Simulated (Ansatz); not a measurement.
# The perfect Ag wire along [111], 7 atoms a period, part 2 of 2

Aim: is the Ag wire along [111], 7 atoms a period a metal or a semiconductor?

Ansatz 0.2.0; DFT PBE, plane waves, PAW; relaxation of a wire's period; PAW set soft_1 (the session's first sound run).

So far: The structure; Relaxation of atoms and period.

**2. Relaxation of atoms and period (continued)**

Step by step:

```
step  energy less that of the first step (eV)  largest force component (eV/Å)  pressure (GPa)  volume (Å³)
   1                                   0.0000                          0.5885           -0.93       712.83
   2                                  -0.3141                          0.1607            0.03       686.69
   3                                  -0.3652                          0.0888            0.05       671.62
   4                                  -0.3932                          0.0127            0.03       655.95
   5                                  -0.3947                          0.0074            0.06       651.16
  6*                                  -0.3887                          0.0082            0.06       651.16
```

Relaxation steps marked * repeat the geometry before them on a plane-wave basis chosen anew for their cell, so energy and pressure can jump there.

The run keeps the 4 symmetry operations that it works with, so distortions that break them were not tested.

```
cell as run  before  after  change
      c (Å)   7.188  6.566  -8.7 %
```

The atoms that moved most (Å, along periodic axes as changes of fractional coordinates times the final cell, across vacuum about the mean position):

```
atom      dx      dy      dz  length
 Ag5   0.025  -0.001   0.004   0.026
 Ag2   0.025   0.001  -0.004   0.026
 Ag7  -0.025  -0.001   0.004   0.026
 Ag4  -0.025   0.001  -0.004   0.026
 Ag3   0.000  -0.014  -0.016   0.021
 Ag6   0.000   0.014   0.016   0.021
```

The relaxed structure:

```cif
data_structure
_symmetry_space_group_name_H-M 'P 1'
_symmetry_Int_Tables_number 1
_cell_length_a 9.7340
_cell_length_b 10.1880
_cell_length_c 6.5661
_cell_angle_alpha 90.000
_cell_angle_beta 90.000
_cell_angle_gamma 90.000
_cell_volume 651.16
loop_
_atom_site_label
_atom_site_type_symbol
_atom_site_fract_x
_atom_site_fract_y
_atom_site_fract_z
_atom_site_occupancy
Ag1 Ag 0.50003 0.50002 0.00000 1
Ag2 Ag 0.35191 0.41695 0.33273 1
Ag3 Ag 0.50003 0.66490 0.33092 1
Ag4 Ag 0.64814 0.41695 0.33273 1
Ag5 Ag 0.35191 0.58309 0.66727 1
Ag6 Ag 0.50003 0.33514 0.66908 1
Ag7 Ag 0.64814 0.58309 0.66727 1
```

This step gave:

```
energy at zero smearing    : -53127.7571 eV
cell length along the wire : 6.566 Å
```

The cell's length comes to 6.566 Å with spin left out.

**3. The perfect wire**

This step: DFT PBE, plane waves, PAW; bands of a perfect wire; PAW set soft_1 (Ansatz 0.2.0).

At the relaxed period the bands are computed along the axis; those that cross an energy going forward count the channels that a perfect wire would open there.

File input.yaml:

```yaml
crystal:
  lattice:
    - [9.734, 0.0, 0.0]
    - [0.0, 10.188, 0.0]
    - [0.0, 0.0, 6.5660628741]
  atoms:
    - { symbol: Ag, position: [0.500025331, 0.500022615, 0.0] }
    - { symbol: Ag, position: [0.351907488, 0.416951176, 0.332731614] }
    - { symbol: Ag, position: [0.500025331, 0.664903002, 0.330917656] }
    - { symbol: Ag, position: [0.648143174, 0.416951176, 0.332731614] }
    - { symbol: Ag, position: [0.351907488, 0.583094055, 0.667268386] }
    - { symbol: Ag, position: [0.500025331, 0.335142228, 0.669082344] }
    - { symbol: Ag, position: [0.648143174, 0.583094055, 0.667268386] }
kpoints:
  mp_grid: { grid: [1, 1, 13] }
  band_path: { path: ["Γ", Z], npoints: 90 }
scf:
  occupations: { method: fermi_dirac, width: 0.05 }
hamiltonian:
  xc: pbe
  pseudopotentials: { kind: paw, azcp: { folder: soft_1 } }
output:
  dos: { e_range: [-5, 4] }
  write_potential: true
  write_density: true
  volumetric_format: npy
```

The run is started by

```
$ ansatz run input.yaml --threads 4 --pin off --max-ram 16384MiB --backend cpu --events-out ev --progress --plain --runs-dir out
```

Numbers of over 12 decimals in the logs are rounded to 6 here.

Log:

```text
[...]
Crystal: 7 atoms, lattice volume = 651.156 Å³
Basis set: ecut = 420 eV, 12723 PW (Γ)
Bands: 80, of which v1, the nominal top of the filled ones, is band 67 counted from 1 (66 counted from 0)
Symmetry: 4 space group operations
[...]
k-points: 7 of 13
[...]
SCF iter  10: F=-53127.775393 eV  HF=-53127.775393 eV  |F-HF|=2.04e-9  |Δ(HF+E_count)|=   9.52e-9  Δρ=1.64e-6  dr2=1.81e-8  ethr=7.52e-11  ⟨swp⟩=4.0  Hψ=1368  notcnv=0
SCF 1 converged in 10 iterations: F = -53127.775393 eV  dr2 = 1.81e-8
[...]
NSCF: frozen V_eff on 91 k-points
WARN: The output density's exchange-correlation potential varies sharply where the density is thin. Do not read a vacuum level from v_tot or v_xc, or from such a field of the output density. On a cell that repeats whose density bears no net charge and no dipole along the vacuum's axis use v_es (v_loc + v_h of the components); under efield.dipole_correction with no amplitude use v_es + v_field, which holds any externa [...]
SCF converged after 10 iterations
Free energy (F): -53127.775393 eV
[...]
Internal energy: -53127.732830 eV  (E = F + TS)
E sigma→0 (E₀):  -53127.754112 eV
Entropy (-TS):   -0.042562 eV (-6.080 meV/atom)
Fermi energy:    -0.522890 eV
[...]
--- Band table (eV; the first three rows and the last of 7) ---
  k-point 0: bands = [... 63 lower, -3.0639, -0.9882, -0.9527, -0.2936, 0.1814, 1.5095, 1.6999, 1.7428, ... 9 higher]
  k-point 1: bands = [... 63 lower, -3.0609, -0.9700, -0.9344, -0.6554, 0.5699, 1.5110, 1.7320, 1.7341, ... 9 higher]
  k-point 2: bands = [... 63 lower, -3.0487, -1.1406, -0.9149, -0.8792, 1.1084, 1.4922, 1.6690, 1.8527, ... 9 higher]
  k-point 6: bands = [... 63 lower, -2.9318, -2.4009, -0.4424, -0.4065, 0.5400, 0.5842, 1.9643, 2.0253, ... 9 higher]
```

Elapsed: 25 s, on 4 threads of Intel Xeon Platinum 8375C at 2.90GHz (Ice Lake), shared host; peak memory 2.6 GiB.

This step gave:

| Quantity | Value |
| --- | --- |
| energy at zero smearing | -53127.7541 eV |
| band gap | 0 eV |

Electronic bands along the path, in eV, zero at the Fermi level:

```
  point  band 64  band 65  band 66  band 67  band 68  band 69  band 70  band 71
      Γ    -2.54    -0.47    -0.43     0.23     0.70     2.03     2.22     2.27
halfway    -2.49    -1.16    -0.27    -0.24     1.81     1.88     2.11     2.46
      Z    -2.41    -1.90     0.10     0.13     1.03     1.08     2.50     2.56
```

Between Γ and Z the bands cross the Fermi level 3 times, so a perfect wire would conduct at least 3 G₀, with spin left out.

**4. Summary of results**

* cell length, PBE: 6.566 Å
* ballistic conductance by band crossings, a lower bound, PBE: 3 G₀

**Reading.** Under PBE the cell's length is 6.57 Å, and the bands cross the Fermi level 3 times between Γ and Z, which gives a perfect wire at least 3 G₀ (opposite crossings within one step of the path cancel in such a count).

[Logs are printed without paths, hosts, clocks, repeated set-up lines and the standing remarks that a program may print on its own settings, such as how far it seeks lower states.]

[Hosts, paths, dates, database ids (printed as entryN), source tags and the programs' standing remarks are cut or masked in the printed files.]
